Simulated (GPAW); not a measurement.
BN (P6_3mc): how ε∞ follows the gap

The empty bands of BN (P6_3mc) are shifted up rigidly by Δ, and ε∞ along x is computed for each shift. x, y and z are the Cartesian axes of the input cell.

Cell: a, b, c = 2.536, 2.536, 4.199 Å (primitive vectors), 4 atoms.

Method: GPAW 26.7.0, PBE, RPA, k-mesh 15×15×8, local fields up to 70 eV, Lorentzian half width 0.12 eV.

Launch of the response step: `OMP_NUM_THREADS=1 python df.py`. The series took 2.2 min in all, its band step included, on 1 thread of Arm Neoverse V1, on a shared host.

```
Δ (eV)  ε∞ along x
  0.00       4.440
  0.25       4.376
  0.50       4.316
  0.75       4.257
  1.00       4.200
  1.50       4.093
  2.00       3.994
  3.00           ?
```

With one effective transition at E₀ and fixed dipole strength, ε∞ − 1 = A/(E₀ + Δ), so 1/(ε∞ − 1) is linear in Δ.

Working, on the rows shown:

| x = Δ (eV) | y = 1/(ε∞ − 1) |
| --- | --- |
| 0 | 0.290698 |
| 0.25 | 0.296209 |
| 0.5 | 0.301568 |
| 0.75 | 0.307031 |
| 1 | 0.3125 |
| 1.5 | 0.323311 |
| 2 | 0.334001 |

Means: x̄ = 0.85714, ȳ = 0.30933. Σ(x − x̄)(y − ȳ) = 0.06459, Σ(x − x̄)² = 2.982. Slope = 0.06459 / 2.982 = 0.02166; intercept = ȳ − slope · x̄ = 0.29077. Turned back into ε∞ along x, the line misses the rows shown by at most 0.00081.

Problem. Predict the last column of the withheld row from the fit.

Solution. At x = 3 the line gives y = 0.35574, that is 3.811. The run gave 3.813, so the extrapolation is off by 0.002, 0.3 % of the range in the table.

Refitted with all rows, the slope is 0.02159 and the intercept 0.29081. These give E₀ = intercept/slope = 13.5 eV, far above the least direct gap of 8.33 eV: most of the screening comes from transitions well over the edge. Over the first step ε∞ falls by 6 % per eV. The cell comes from an older database entry, whose edges can be off by a per cent or so. Excitons are left out; PBE gaps are as a rule too small. The values come from a sum over the points of one k-mesh and carry its error, which grows as the direct gap shrinks.

[Logs are printed without paths, hosts, clocks, repeated set-up lines and the standing remarks that a program may print on its own settings, such as how far it seeks lower states.]
